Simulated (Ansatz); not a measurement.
# Phonons of YTe (Fm-3m) against volume, part 2 of 2

Does YTe (Fm-3m) expand much on heating, by its phonons?

Ansatz 0.2.0; DFT PBEsol, scalar-relativistic, plane waves, PAW; PAW set soft_1.

So far, highest frequency on the path or at a solved wavevector (cm⁻¹): step 2 (phonons on a q mesh) 178; step 4 (phonons at the other volume, volume ratio 0.97) 190.

The database entry behind the starting cell differs from later determinations by our own check (0.1 to 0.3 % short, probably kX units), so it need not match the best structure at ambient conditions.

### Step 6. Phonons at the other volume, volume ratio 1.03

The phonons are repeated at this volume on the same k and q meshes.

input.yaml reads:

```yaml
crystal:
  lattice:
    - [0.0, 3.0697184898, 3.0697184898]
    - [3.0697184898, 0.0, 3.0697184898]
    - [3.0697184898, 3.0697184898, 0.0]
  atoms:
    - { symbol: "Y", position: [0.5, 0.5, 0.5] }
    - { symbol: Te, position: [0.0, 0.0, 0.0] }
kpoints:
  mp_grid: { grid: [12, 12, 12] }
hamiltonian:
  xc: pbesol
  pseudopotentials: { kind: paw, azcp: { folder: soft_1 }, xc_functional: pbe }
scf:
  occupations: { method: methfessel_paxton, width: 0.2 }
output:
  eigenvalues: true
phonons:
  method: dfpt
  qmesh: [4, 4, 4]
  temperatures: { t_max: 1000, t_step: 50 }
  qpath:
    path:
      - [[0.0, 0.0, 0.0], [0.5, 0.0, 0.5], [0.625, 0.25, 0.625]]
      - [[0.375, 0.375, 0.75], [0.0, 0.0, 0.0], [0.5, 0.5, 0.5], [0.5, 0.25, 0.75], [0.5, 0.0, 0.5]]
    npoints: 10
```

Run with:

```bash
$ ansatz run input.yaml --threads 4 --pin off --max-ram 10240MiB --backend cpu --events-out ev --progress --plain --runs-dir out
```

Numbers of over 12 decimals in the logs are rounded to 6 here.

Output:

```text
[...]
Crystal: 2 atoms, lattice volume = 57.853 Å³
Basis set: ecut = 420 eV, 1139 PW (Γ), exchange–correlation on 60×60×60 points (8 copies of the dense FFT grid, shifted against one another)
Bands: 18, of which v1, the nominal top of the filled ones, is band 14 counted from 1 (13 counted from 0)
Symmetry: 48 space group operations
k-points: 72 of 1728
[...]
k-point 71: bands = [... 10 lower, 7.2920, 7.2920, 7.3604, 12.6890, 12.6890, 13.3193, 14.4112, 14.4561, ... 4 higher]
[...]
ASR residual: 2.189e-5 → 0.000e0 eV/Å²; symmetrization residual: 1.900e-5 eV/Å²
  ASR residual per site (eV/Å²): 1.03e-5 2.19e-5
  Γ frequencies (cm⁻¹): 0.00 0.00 0.00 166.96 166.96 166.96
--- Phonons (arbitrary-q DFPT): 8 irreducible q on the 4×4×4 mesh ---
[...]
interpolated dispersion: 62 rows × 6 modes
[...]
[key lines of the parts left out:]
SCF converged after 10 iterations
Free energy (F): -10699.442769 eV
Fermi energy:    11.929031 eV
```

Run time: 6.1 min. Hardware: 4 threads of Arm Neoverse V1, shared host; peak memory 4.3 GiB.

Numbers from this step:

```
sum-rule residual before enforcement                    : 2.19e-5 eV/Å²
lowest frequency on the path                            : -25.12 cm⁻¹
highest frequency on the path or at a solved wavevector : 167.8 cm⁻¹
highest optical mode at the zone centre (no LO-TO term) : 167.0 cm⁻¹
lowest optical zone-centre mode                         : 167.0 cm⁻¹
lowest mode on the q mesh (acoustic modes at Γ apart)   : -17.49 cm⁻¹
```

The highest optical mode at the zone centre (no LO-TO term) is 167.0 cm⁻¹, -10.4 cm⁻¹ against the base run.

### Step 7. Grüneisen parameters

The Grüneisen parameter of a mode is minus the logarithmic change of its frequency with volume, −d ln ω / d ln V; weighted by heat capacity it gives the expansion.

Numbers from this step:

| Property | Result |
| --- | --- |
| bulk modulus | 69.2 GPa |

Phonon branches along the path, in cm⁻¹:

| point | branch 1 | branch 2 | branch 3 | branch 4 | branch 5 | branch 6 |
| --- | --- | --- | --- | --- | --- | --- |
| Γ | 0 | 0 | 0 | 177 | 177 | 177 |
| halfway | 31 | 31 | 114 | 130 | 178 | 178 |
| X | -21 | 33 | 33 | 173 | 175 | 175 |
| halfway | -26 | 45 | 46 | 171 | 172 | 173 |
| U | -27 | 68 | 68 | 160 | 162 | 172 |
| jump to K | -27 | 68 | 68 | 160 | 162 | 172 |
| halfway | 39 | 93 | 96 | 144 | 145 | 178 |
| Γ | 0 | 0 | 0 | 177 | 177 | 177 |
| halfway | 67 | 67 | 77 | 163 | 164 | 164 |
| L | 83 | 121 | 121 | 125 | 125 | 136 |
| halfway | 50 | 68 | 111 | 129 | 160 | 161 |
| W | 27 | 27 | 98 | 128 | 174 | 174 |
| halfway | -27 | 44 | 62 | 159 | 172 | 176 |
| X | -21 | 33 | 33 | 173 | 175 | 175 |

The same for volume x 0.97:

| point | branch 1 | branch 2 | branch 3 | branch 4 | branch 5 | branch 6 |
| --- | --- | --- | --- | --- | --- | --- |
| Γ | 0 | 0 | 0 | 188 | 188 | 188 |
| X | -25 | 32 | 32 | 185 | 186 | 186 |
| U | -30 | 71 | 72 | 170 | 172 | 184 |
| K | -30 | 71 | 72 | 170 | 172 | 184 |
| Γ | 0 | 0 | 0 | 188 | 188 | 188 |
| L | 95 | 129 | 129 | 131 | 131 | 142 |
| W | 24 | 24 | 108 | 134 | 185 | 185 |
| X | -25 | 32 | 32 | 185 | 186 | 186 |

The same for volume x 1.03:

| point | branch 1 | branch 2 | branch 3 | branch 4 | branch 5 | branch 6 |
| --- | --- | --- | --- | --- | --- | --- |
| Γ | 0 | 0 | 0 | 167 | 167 | 167 |
| X | -18 | 33 | 33 | 162 | 164 | 164 |
| U | -23 | 64 | 64 | 150 | 152 | 160 |
| K | -23 | 64 | 64 | 150 | 152 | 160 |
| Γ | 0 | 0 | 0 | 167 | 167 | 167 |
| L | 71 | 113 | 113 | 118 | 118 | 130 |
| W | 29 | 29 | 89 | 121 | 162 | 162 |
| X | -18 | 33 | 33 | 162 | 164 | 164 |

The first set of phonon branches as a text plot (rows in cm⁻¹):

```
    185 |
    176 |**********************************              ********
    167 |  *      **    **        **       **          **     *
    157 |   *    *        *      *           *       **
    148 |                  *    *             *    **       **
    139 |    ** *           *                  *****
    130 |      *             ***                * **********
    120 |                                        **
    111 |      *             ***                * ******
    102 |    **                *               *   *    ***
     93 |       *           *** *             *     *      *
     84 |   *              **    *           * ****  *      *
     74 |                  *     *          *      *         *
     65 |        *       **       **       **       * *
     56 |  *            *         **      **         * *      *
     47 |              *            *                 ***   **
     37 |       ***** *      *****  *    **             *  *  ***
     28 | *  ***     *            ** *   *               **
     19 |  **               *       **  *                  *
     10 | *                          *  *
      0 |*          *                 **
     -9 |
    -18 |            **    *                                *   *
    -27 |              ****                                  ***
         Γ           X  U|K            Γ         L        W     X
```

### Step 8. Outcome

```
bulk modulus : 69.2 GPa
```

What this shows: No expansion is given, because modes are imaginary at one volume or more. The highest optical mode at Γ goes from 188 to 167 cm⁻¹ as the cell grows, a Grüneisen parameter of 1.99. Branches are matched by rank, so values near crossings are rough. With no gap, or one that is small against the smearing, the frequencies hang on the k mesh and the smearing, most of all near Kohn anomalies. The phonon runs are without spin polarisation, although the cell has an odd electron count. Spin-orbit coupling is left out, which can matter for the heavy elements here. The PAW files were made for PBE and serve the other functionals too. A phonon run warned that its eigensolver left some bands unconverged in a pass.

[Logs are printed without paths, hosts, clocks, repeated set-up lines and the standing remarks that a program may print on its own settings, such as how far it seeks lower states.]

[Hosts, paths, dates, database ids (printed as entryN), source tags and the programs' standing remarks are cut or masked in the printed files.]
